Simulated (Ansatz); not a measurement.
**ScAlB4 (built on the sites of a database entry of ScB2): a soft mode frozen in**

Which phase does ScAlB4 (built on the sites of a database entry of ScB2) fall into along its unstable mode, and how much energy does it gain?

Method: DFT LDA, scalar-relativistic, plane waves, PAW, in Ansatz 0.2.0.

The structure was built from a prototype and need not be the compound's stable phase.

## Step 1: The structure

It takes space group F-43m (No. 216, cubic). The conventional cell has a = 5.989 Å, b = 5.989 Å, c = 5.989 Å, α = 90.00°, β = 90.00°, γ = 90.00°. Nearest to Sc lie 12 B at 2.52 Å and 4 Al at 2.59 Å. Nearest to Al lie 12 B at 2.46 Å and 4 Sc at 2.59 Å. B has 6 B at 1.80 to 2.43 Å and 3 Al at 2.46 Å and 3 Sc at 2.52 Å nearest. Farther neighbours are not listed.

## Step 2: The dispersion

The cell comes from relaxations at this level that are not shown. Stability and thermal properties need the whole zone. Linear response on a 4×4×4 q mesh gives force constants as far as a supercell of that size would.

input.yaml reads:

```yaml
crystal:
  lattice:
    - [0.0, 2.9945439792, 2.9945439792]
    - [2.9945439792, 0.0, 2.9945439792]
    - [2.9945439792, 2.9945439792, 0.0]
  atoms:
    - { symbol: Sc, position: [0.25, 0.25, 0.25] }
    - { symbol: Al, position: [0.0, 0.0, 0.0] }
    - { symbol: B, position: [0.6435638331, 0.6435638331, 0.6435638331] }
    - { symbol: B, position: [0.0693085008, 0.6435638331, 0.6435638331] }
    - { symbol: B, position: [0.6435638331, 0.0693085008, 0.6435638331] }
    - { symbol: B, position: [0.6435638331, 0.6435638331, 0.0693085008] }
kpoints:
  mp_grid: { grid: [12, 12, 12] }
hamiltonian:
  xc: lda
scf:
  occupations: { method: methfessel_paxton, width: 0.2 }
output:
  eigenvalues: true
phonons:
  method: dfpt
  qmesh: [4, 4, 4]
  temperatures: { t_max: 1000, t_step: 50 }
  qpath:
    path:
      - [[0.0, 0.0, 0.0], [-0.5, -0.5, 0.0], [-0.375, -0.375, 0.25]]
      - [[-0.375, 0.0, 0.375], [0.0, 0.0, 0.0], [0.0, 0.0, 0.5], [-0.5, -0.25, 0.25], [-0.5, -0.5, 0.0]]
    npoints: 10
```

Run with:

```sh
$ ansatz run input.yaml --threads 8 --pin off --max-ram 14336MiB --backend cpu --events-out ev --progress --plain --runs-dir out
```

Numbers of over 12 decimals in the logs are rounded to 6 here.

The log of the run:

```text
Warning: phonons: the dynamical matrix that this run interpolates holds no multipole term above the dipole-dipole one, and a site of this crystal is no centre of inversion, so its interpolated transverse optical and acoustic branches and sound speeds can stay off near Gamma, and the density of states and the thermodynamics with them. What a run solves at a wave vector of phonons.qpoints, Gamma apart, where the deck admits one, is free of this, and under fd what a larger phonons.supercell samples
Engine: ansatz 0.2.0, aarch64-unknown-linux-gnu
Pseudopotentials: kind: paw
Pseudopotential: Sc, paw, valence charge 11, recommended cutoff 420 eV (normal), Sc.paw.azcp
Pseudopotential: Al, paw, valence charge 3, recommended cutoff 420 eV (normal), Al.paw.azcp
Pseudopotential: B, paw, valence charge 3, recommended cutoff 420 eV (normal), B.paw.azcp
Functional definition: SPW92
  exchange = slater_x
  correlation = pw_c
Crystal: 6 atoms, lattice volume = 53.706 Å³
Basis set: ecut = 420 eV, 1067 PW (Γ), exchange–correlation on 60×60×60 points (8 copies of the dense FFT grid, shifted against one another)
Bands: 19, of which v1, the nominal top of the filled ones, is band 13 counted from 1 (12 counted from 0)
Symmetry: 24 space group operations
k-points: 72 of 1728 (time reversal used)
Non-local potential: Sc, projectors of the file, l = 0: 3, l = 1: 2, l = 2: 3, l = 3: 1
Non-local potential: Al, projectors of the file, l = 0: 2, l = 1: 2, l = 2: 1
Non-local potential: B, projectors of the file, l = 0: 2, l = 1: 2, l = 2: 1
PAW form: soft (Blöchl's): semilocal exchange-correlation on the pseudo side does not see the compensation charge
PAW frozen core: Sc, regenerated for the run's functional, and the local potential with it (the file was generated under x = pbe(κ = 0.804, μ = 0.219515), c = pbe(β = 0.066725))
PAW frozen core: Al, regenerated for the run's functional, and the local potential with it (the file was generated under x = pbe(κ = 0.804, μ = 0.219515), c = pbe(β = 0.066725))
PAW frozen core: B, regenerated for the run's functional, and the local potential with it (the file was generated under x = pbe(κ = 0.804, μ = 0.219515), c = pbe(β = 0.066725))
PAW one-centre angular grid: Sc, 590 points (default); XC on 64 Gauss nodes
PAW one-centre angular grid: Al, 110 points (default); XC on 64 Gauss nodes
PAW one-centre angular grid: B, 110 points (default); XC on 64 Gauss nodes
Initial density: superposition of atomic densities (neutral atoms: chi_scale 0, normalization atom), corrected by the library's trained network
Initial wavefunctions: pseudopotential atomic-orbital guess
Functional: x = slater, c = lda
SCF iter   1: F=—  HF=-3198.717395 eV  |F-HF|=—  |Δ(HF+E_count)|=         —  Δρ=9.08e-3  dr2=7.59e-2  ethr=1.77e-3  ⟨swp⟩=5.3  Hψ=6925  notcnv=0
preconditioner: auto → Kerker (q_TF=auto, 2.418 Å⁻¹)  [metal: Δε(μ)=0.031 eV  Ē_g=8.705 eV  σ=0.200 eV  W_gap=0.13  n_scr=14 (ndim 8)  ℏωp=21.5 eV  f_vac=0.000  D(μ)=1.78/eV (n_scr^D=14)]
SCF iter   2: F=—  HF=-3198.699818 eV  |F-HF|=—  |Δ(HF+E_count)|=   1.76e-2  S|Δr|=    0.00e0  Δρ=4.78e-3  dr2=1.97e-2  ethr=2.92e-4  ⟨swp⟩=1.0  Hψ=1944  notcnv=0
SCF iter   3: F=—  HF=-3198.693105 eV  |F-HF|=—  |Δ(HF+E_count)|=   6.71e-3  S|Δr|=    0.00e0  Δρ=1.32e-3  dr2=1.74e-3  ethr=7.57e-5  ⟨swp⟩=2.5  Hψ=1846  notcnv=0
SCF iter   4: F=—  HF=-3198.692485 eV  |F-HF|=—  |Δ(HF+E_count)|=   6.20e-4  S|Δr|=    0.00e0  Δρ=3.40e-4  dr2=4.38e-5  ethr=6.71e-6  ⟨swp⟩=2.0  Hψ=1779  notcnv=0
SCF iter   5: F=—  HF=-3198.692477 eV  |F-HF|=—  |Δ(HF+E_count)|=   8.13e-6  S|Δr|=    0.00e0  Δρ=3.90e-5  dr2=4.32e-7  ethr=1.68e-7  ⟨swp⟩=2.3  Hψ=1895  notcnv=0
SCF iter   6: F=—  HF=-3198.692476 eV  |F-HF|=—  |Δ(HF+E_count)|=   6.79e-7  S|Δr|=    0.00e0  Δρ=3.62e-6  dr2=4.74e-9  ethr=1.66e-9  ⟨swp⟩=1.3  Hψ=1471  notcnv=0
SCF iter   7: F=—  HF=-3198.692476 eV  |F-HF|=—  |Δ(HF+E_count)|=  9.48e-10  S|Δr|=    0.00e0  Δρ=8.01e-7  dr2=4.09e-10  ethr=1.82e-11  ⟨swp⟩=2.1  Hψ=1848  notcnv=0
SCF iter   8: F=—  HF=-3198.692476 eV  |F-HF|=—  |Δ(HF+E_count)|=  7.96e-11  S|Δr|=    0.00e0  Δρ=1.30e-7  dr2=1.11e-11  ethr=1.57e-12  ⟨swp⟩=3.0  Hψ=2347  notcnv=0
SCF iter   9: F=-3198.692476 eV  HF=-3198.692476 eV  |F-HF|=4.55e-13  |Δ(HF+E_count)|=  2.73e-12  S|Δr|=    0.00e0  Δρ=1.69e-8  dr2=1.73e-13  ethr=1.00e-12  ⟨swp⟩=8.6  Hψ=5893  notcnv=0
SCF 1 converged in 9 iterations: F = -3198.692476 eV  dr2 = 1.73e-13
  greatest PAW one-centre occupation: 0.998 electrons in one spin orbital (limit 2), on the Sc atom at site 0 (counted from 0), in its partial waves of l = 0
Initial density: read from a saved state, or passed on in memory by an earlier SCF of this step, an earlier step, the calling program or the single point that the run made first
iter 1 solved again at ethr=9.25e-9 eV; its pass at ethr=3.10e-3 eV (dr2=2.40e-6 eV) is discarded
SCF iter   1: F=—  HF=-3198.692476 eV  |F-HF|=—  |Δ(HF+E_count)|=         —  Δρ=1.01e-7  dr2=7.60e-12  ethr=9.25e-9  ⟨swp⟩=3.0  Hψ=10249  notcnv=0
eigensolver tolerance schedule: the retry pair's looser diagonalisation over-reported the residual by 316439.77 of it (diagonalisation noise at 16.79 of the residual, at the tolerance the schedule requests for it); recorded, not acted on — ethr = c·dr2/N_el stays at c = 1.0e-1
preconditioner: auto → Kerker (q_TF=auto, 2.418 Å⁻¹)  [metal: Δε(μ)=0.026 eV  Ē_g=8.731 eV  σ=0.200 eV  W_gap=0.11  n_scr=14 (ndim 8)  ℏωp=21.5 eV  f_vac=0.000  D(μ)=1.80/eV (n_scr^D=14)]
SCF iter   2: F=-3198.692476 eV  HF=-3198.692476 eV  |F-HF|=9.09e-13  |Δ(HF+E_count)|=   7.41e-8  S|Δr|=    0.00e0  Δρ=3.77e-8  dr2=1.20e-12  ethr=1.00e-12  ⟨swp⟩=6.4  Hψ=5329  notcnv=0
SCF 2 converged in 2 iterations: F = -3198.692476 eV  dr2 = 1.20e-12
phonons: the bands overlap, so this run is a metal and interpolates without the dipole-dipole term. If the crystal is really an insulator or semiconductor, its LO-TO splitting is missing
NSCF: frozen V_eff on 72 k-points
NSCF: frozen V_eff on 476 k-points
DFPT response loops at q = (0, 0, 0) (fractional): preconditioner auto → Kerker (q_TF=auto, 2.418 Å⁻¹) (partly filled bands, converged f_vac=0.000); β = 1.00, the filter's whole step (`scf.mixing.beta` (0.50) is not read by the response loops under this deck's `scf.mixing.preconditioner`; to damp them name `kerker` or `kerker_dos`, under which they read `scf.mixing.beta`, and type it under 1.00, their step now; both keys bind the ground state too); Broyden in place of MSR1
NSCF: frozen V_eff on 3456 k-points
DFPT response loops at q = (0, 0, 0.25) (fractional): mixed as the last ones told, above
NSCF: frozen V_eff on 1736 k-points
DFPT response loops at q = (0, 0, -0.5) (fractional): mixed as the last ones told, above
NSCF: frozen V_eff on 3456 k-points
DFPT response loops at q = (0, 0.25, 0.25) (fractional): mixed as the last ones told, above
NSCF: frozen V_eff on 3456 k-points
DFPT response loops at q = (0, 0.25, -0.5) (fractional): mixed as the last ones told, above
NSCF: frozen V_eff on 3456 k-points
DFPT response loops at q = (0, 0.25, -0.25) (fractional): mixed as the last ones told, above
NSCF: frozen V_eff on 1736 k-points
DFPT response loops at q = (0, -0.5, -0.5) (fractional): mixed as the last ones told, above
NSCF: frozen V_eff on 3456 k-points
DFPT response loops at q = (0.25, -0.5, -0.25) (fractional): mixed as the last ones told, above
SCF converged after 9 iterations
Stability not checked: this state was not tested for a lower state beside it, because cold or Methfessel-Paxton smearing, or corrected tetrahedra, fill the levels in a way that the test cannot read (fill_not_monotonic; see scf.lower_state_search)
Free energy (F): -3198.692476 eV
Harris-Foulkes:  -3198.692476 eV  (|F-HF|=4.55e-13)
Internal energy: -3198.694929 eV  (E = F + TS)
E sigma→0 (E₀):  -3198.693089 eV
Entropy (-TS):   0.002453 eV (0.409 meV/atom)
Fermi energy:    12.222301 eV
--- Per-component energies (eV) ---
  E_band       = -32.166734
  E_kinetic    = 489.713892
  E_local      = -841.804121  (includes V_loc(G=0)·N_el)
  E_nonlocal   = 144.654187
  E_hartree    = 313.296894
  E_xc         = -275.360476
  E_vxc        = -316.704308  (∫ρ·V_xc dr)
  E_paw        = -1644.009712  (= ΣΔE_a)
  E_vpaw       = -134.620151  (= ΣTr[D̂ρ^β])
  E_aug_tail   = -0.000009  (compensation charges beyond the density's cutoff)
  E_ewald      = -1385.729559
  E_core_change = 0.543976  (= ΣΔE_core)
  E_smearing   = 0.002453  (= −TS)
  E_closure    = 0.000000  (closes the sum)
  Σ components = -3198.692476   (vs F -3198.692476, Δ=0.00e0)
--- Band table (eV; the first three rows and the last of 72) ---
  k-point 0: bands = [... 9 lower, 9.2906, 9.2906, 9.4030, 9.4030, 9.4030, 12.4498, 16.8860, 16.8860, ... 2 higher]
  k-point 1: bands = [... 9 lower, 9.0881, 9.0881, 9.7415, 9.7966, 9.7966, 12.7713, 16.4473, 16.7726, ... 2 higher]
  k-point 2: bands = [... 9 lower, 9.0402, 9.0402, 10.3667, 10.3667, 10.4286, 13.6600, 15.6333, 16.4438, ... 2 higher]
  k-point 71: bands = [... 9 lower, 9.6759, 9.8450, 10.5492, 12.0897, 14.1696, 14.5700, 15.6027, 15.6264, ... 2 higher]
--- Phonons (Γ-DFPT): 3 representative perturbations + reference (Σ response iterations 9) ---
  ASR residual: 1.492e-5 → 0.000e0 eV/Å²; symmetrization residual: 9.686e-7 eV/Å²
  ASR residual per site (eV/Å²): 1.49e-5 4.76e-6 1.81e-6 1.81e-6 1.81e-6 1.81e-6
  Γ frequencies (cm⁻¹): 0.00 0.00 0.00 239.11 239.11 239.11 323.32 323.32 323.32 356.90 356.90 413.60 413.60 413.60 454.58 454.58 454.58 660.88
--- Phonons (arbitrary-q DFPT): 8 irreducible q on the 4×4×4 mesh ---
  q = [0.0000, 0.0000, 0.0000] (star 1, of the zone-centre solve; hermiticity 1.07e-7, symmetrization 4.79e-13): -0.00 -0.00 -0.00 239.11 239.11 239.11 323.32 323.32 323.32 356.90 356.90 413.60 413.60 413.60 454.58 454.58 454.58 660.88
  q = [0.0000, 0.0000, 0.2500] (star 8, 5 solved perturbations in 5472 linear systems a pass and spin channel, the states on 1728 of 1728 k-point pairs; hermiticity 8.24e-8, symmetrization 4.90e-14): 34.46 96.68 96.68 204.02 204.02 235.06 286.68 286.68 299.82 377.44 380.76 380.76 434.78 434.78 485.15 490.06 490.06 697.59
  q = [0.0000, 0.0000, -0.5000] (star 4, 5 solved perturbations in 2772 linear systems a pass and spin channel, the states on 868 of 1728 k-point pairs; hermiticity 8.56e-8, symmetrization 9.72e-14): -37.85 153.64 153.64 229.34 229.34 244.03 272.03 338.84 338.84 346.45 358.48 358.48 441.38 441.38 495.64 519.36 519.36 719.18
  q = [0.0000, 0.2500, 0.2500] (star 6, 8 solved perturbations in 6936 linear systems a pass and spin channel, the states on 1728 of 1728 k-point pairs; hermiticity 1.41e-7, symmetrization 1.66e-8): -140.32 -140.32 192.45 192.45 218.79 225.10 240.13 289.55 289.55 352.09 398.32 423.14 423.14 452.68 482.97 512.44 512.44 710.04
  q = [0.0000, 0.2500, -0.5000] (star 24, 11 solved perturbations in 15840 linear systems a pass and spin channel, the states on 1728 of 1728 k-point pairs; hermiticity 1.33e-7, symmetrization 1.02e-13): -233.15 -111.43 67.81 180.14 184.37 254.46 260.44 295.90 327.89 359.73 393.91 401.13 434.09 480.20 501.68 536.97 549.15 733.31
  q = [0.0000, 0.2500, -0.2500] (star 12, 10 solved perturbations in 10824 linear systems a pass and spin channel, the states on 1728 of 1728 k-point pairs; hermiticity 1.09e-7, symmetrization 1.83e-8): -203.22 -49.51 77.80 180.03 210.34 247.33 251.15 303.31 328.75 342.49 379.58 407.34 442.26 459.33 511.34 518.62 544.97 723.05
  q = [0.0000, -0.5000, -0.5000] (star 3, 6 solved perturbations in 2230 linear systems a pass and spin channel, the states on 868 of 1728 k-point pairs; hermiticity 1.69e-7, symmetrization 2.25e-14): -184.60 -184.60 -127.06 177.15 177.15 268.01 268.01 276.97 330.30 367.01 397.23 418.35 418.35 453.84 495.19 557.27 557.27 742.96
  q = [0.2500, -0.5000, -0.2500] (star 6, 6 solved perturbations in 4148 linear systems a pass and spin channel, the states on 1728 of 1728 k-point pairs; hermiticity 1.21e-7, symmetrization 7.48e-14): -322.12 -122.27 121.11 148.12 161.69 236.41 261.63 304.78 319.82 383.59 393.79 410.10 477.66 487.38 523.85 537.95 555.94 744.38
  sum rule: each row above includes the acoustic sum rule's correction from the zone centre's row sums; it moved no ω² by more than (0.30 cm⁻¹)²
  mesh force constants: q→R imaginary residual 1.29e-18; ASR residual 1.492e-5 → 0.000e0 eV/Å²; symmetrization residual 5.329e-15 eV/Å²
  interpolated dispersion: 62 rows × 18 modes
  density of states and harmonic sums: on the 20×20×20 q-mesh, interpolated from the force constants of a 4×4×4 supercell (no non-analytic term)
  largest difference from the sums on the solved wave vectors: F 1.64e-2 eV, S 2.06e-5 and C_V 8.01e-6 eV/K
  zero-point energy: 0.369394 eV/cell   skipped modes (ω ≤ 0): 457, of them read as no rigid motion or as one in doubt: 454 (1.799e0 modes/cell left out, lowest -322.12 cm⁻¹)   left out of the sums: 1.00e-1 of the cell's modes: C_V's classical limit lies that fraction below 3 k_B per atom; for a crystal, a wire or a layer, F and S can be off by more, and a phonons.interpolated_qmesh denser along its periods is the remedy for the sampling
```

Wall time 20 min (8 threads of Arm Neoverse N1, shared host); peak memory 4.7 GiB; 2.6 h of CPU time.

In the SCF lines HF is the Harris–Foulkes energy and dr2 the Hartree energy of the density residual, in eV; the loop may stop once dr2 is under the threshold and the program's other checks hold. Hψ counts applications of the Hamiltonian.

This step gave:

| Item | Value |
| --- | --- |
| volume per atom | 8.951 Å³ |
| gap on the k-mesh | 0 eV |
| sum-rule residual before enforcement | 1.49e-5 eV/Å² |
| lowest frequency on the path | -322.1 cm⁻¹ |
| point group | -43m |
| highest frequency on the path or at a solved wavevector | 744.4 cm⁻¹ |
| highest optical mode at the zone centre (no LO-TO term) | 660.9 cm⁻¹ |
| lowest optical zone-centre mode | 239.1 cm⁻¹ |
| lowest mode on the q mesh (acoustic modes at Γ apart) | -322.1 cm⁻¹ |

Frequencies (cm⁻¹) solved at each irreducible wavevector; negative means imaginary. Frequencies by wavevector, by row:

| q in reciprocal lattice units | star | mode 1 | mode 2 | mode 3 | mode 4 | mode 16 | mode 17 | mode 18 |
| --- | --- | --- | --- | --- | --- | --- | --- | --- |
| 0 0 0 | 1 | 0 | 0 | 0 | 239.1 | 454.6 | 454.6 | 660.9 |
| 0 0 0.25 | 8 | 34.5 | 96.7 | 96.7 | 204 | 490.1 | 490.1 | 697.6 |
| 0 0 -0.5 | 4 | -37.9 | 153.6 | 153.6 | 229.3 | 519.4 | 519.4 | 719.2 |
| 0 0.25 0.25 | 6 | -140.3 | -140.3 | 192.4 | 192.4 | 512.4 | 512.4 | 710 |
| 0 0.25 -0.5 | 24 | -233.2 | -111.4 | 67.8 | 180.1 | 537 | 549.1 | 733.3 |
| 0 0.25 -0.25 | 12 | -203.2 | -49.5 | 77.8 | 180 | 518.6 | 545 | 723 |
| 0 -0.5 -0.5 | 3 | -184.6 | -184.6 | -127.1 | 177.2 | 557.3 | 557.3 | 743 |
| 0.25 -0.5 -0.25 | 6 | -322.1 | -122.3 | 121.1 | 148.1 | 538 | 555.9 | 744.4 |

Interpolated from a 4×4×4 q mesh. The phonon branches at the labelled points (cm⁻¹):

| point | branch 1 | branch 2 | branch 3 | branch 4 | branch 15 | branch 16 | branch 17 | branch 18 |
| --- | --- | --- | --- | --- | --- | --- | --- | --- |
| Γ | 0 | 0 | 0 | 239 | 455 | 455 | 455 | 661 |
| halfway | -140 | -140 | 192 | 192 | 483 | 512 | 512 | 710 |
| X | -185 | -185 | -127 | 177 | 495 | 557 | 557 | 743 |
| halfway | -234 | -172 | -103 | 170 | 492 | 553 | 559 | 743 |
| U | -283 | -141 | 41 | 175 | 511 | 543 | 560 | 742 |
| jump to K | -283 | -141 | 41 | 175 | 511 | 543 | 560 | 742 |
| halfway | -142 | 111 | 114 | 159 | 489 | 501 | 521 | 708 |
| Γ | 0 | 0 | 0 | 239 | 455 | 455 | 455 | 661 |
| halfway | 34 | 97 | 97 | 204 | 485 | 490 | 490 | 698 |
| L | -38 | 154 | 154 | 229 | 496 | 519 | 519 | 719 |
| halfway | -240 | -65 | 127 | 170 | 516 | 527 | 548 | 732 |
| W | -322 | -122 | 121 | 148 | 524 | 538 | 556 | 744 |
| halfway | -271 | -121 | -109 | 158 | 491 | 553 | 556 | 744 |
| X | -185 | -185 | -127 | 177 | 495 | 557 | 557 | 743 |

Symmetry leaves 8 wavevectors to solve. The lowest mode among them, the acoustic zeros apart, lies at q = (0.25, -0.5, -0.25) and is imaginary, 322.1i cm⁻¹, so the energy falls along it.

## Step 3: The mode frozen in, largest atomic shift 0 Å

The mode followed lies at q = (0, -0.5, -0.5) with frequency 184.6i cm⁻¹ and is 2-fold degenerate, one of the unstable modes though not the softest. At small amplitude the distorted cell has space group no. 4 by a symmetry search on the positions. The undistorted cell that holds it gives the zero of energy on the same k mesh.

System of this step: ScAlB4 (built on the sites of a database entry of ScB2). Symmetry: F-43m, No. 216, cubic system. Conventional cell: a = 5.989 Å, b = 5.989 Å, c = 5.989 Å, α = 90.00°, β = 90.00°, γ = 90.00°. Nearest to Sc lie 12 B at 2.52 Å and 4 Al at 2.59 Å. Al has 12 B at 2.46 Å and 4 Sc at 2.59 Å nearest. Nearest to B lie 6 B at 1.80 to 2.43 Å and 3 Al at 2.46 Å and 3 Sc at 2.52 Å. Farther neighbours are not listed.

input.yaml reads:

```yaml
crystal:
  lattice:
    - [0.0, -2.9945439792, -2.9945439792]
    - [0.0, 2.9945439792, -2.9945439792]
    - [5.9890879585, 0.0, 0.0]
  atoms:
    - { symbol: Sc, position: [0.0, 0.5, 0.75] }
    - { symbol: Sc, position: [0.5, 0.0, 0.25] }
    - { symbol: Al, position: [0.5, 0.5, 0.5] }
    - { symbol: Al, position: [0.0, 0.0, 0.0] }
    - { symbol: B, position: [0.2128723338, 0.5, 0.1435638331] }
    - { symbol: B, position: [0.7128723338, 0.0, 0.6435638331] }
    - { symbol: B, position: [0.7871276662, 0.5, 0.1435638331] }
    - { symbol: B, position: [0.2871276662, 0.0, 0.6435638331] }
    - { symbol: B, position: [0.5, 0.7871276662, 0.8564361669] }
    - { symbol: B, position: [0.0, 0.2871276662, 0.3564361669] }
    - { symbol: B, position: [0.5, 0.2128723338, 0.8564361669] }
    - { symbol: B, position: [0.0, 0.7128723338, 0.3564361669] }
kpoints:
  mp_grid: { grid: [8, 8, 6] }
hamiltonian:
  xc: lda
scf:
  occupations: { method: methfessel_paxton, width: 0.2 }
output:
  forces: true
  stress: true
  eigenvalues: true
```

The log of the run:

```text
[...]
Crystal: 12 atoms, lattice volume = 107.412 Å³
Basis set: ecut = 420 eV, 2101 PW (Γ)
Bands: 38, of which v1, the nominal top of the filled ones, is band 26 counted from 1 (25 counted from 0)
Symmetry: 16 space group operations
[...]
k-points: 60 of 384 (time reversal used)
[...]
k-point 0: bands = [... 22 lower, 9.4032, 9.4032, 11.4172, 12.2434, 12.4505, 13.8318, 13.8318, 14.7868, ... 8 higher]
  k-point 1: bands = [... 22 lower, 9.7291, 10.0377, 11.1644, 11.9029, 12.8624, 13.5454, 13.5454, 14.8102, ... 8 higher]
  k-point 2: bands = [... 22 lower, 10.5201, 10.6283, 10.7040, 11.3897, 12.6478, 12.6478, 13.9053, 14.9560, ... 8 higher]
  k-point 59: bands = [... 22 lower, 10.5482, 10.5482, 12.0879, 12.0879, 14.1672, 14.1672, 14.5696, 14.5696, ... 8 higher]
[key lines of the parts left out:]
SCF converged after 6 iterations
Free energy (F): -6397.388137 eV
Fermi energy:    12.247570 eV
P = ⅓ Tr σ = -0.0394 GPa (-0.394 kbar)
```

Elapsed: 5.2 s, on 8 threads; peak memory 0.55 GiB; 39 s of CPU time.

Numbers from this step:

```
pressure                         : -0.03939 GPa
energy from the undistorted cell : 0 meV/atom
```

The run ends at a pressure of -0.04 GPa, with forces up to 0.032 eV/Å.

(Part 1 of 3 ends here.)

[Logs are printed without paths, hosts, clocks, repeated set-up lines and the standing remarks that a program may print on its own settings, such as how far it seeks lower states.]

[Hosts, paths, dates, database ids (printed as entryN), source tags and the programs' standing remarks are cut or masked in the printed files.]
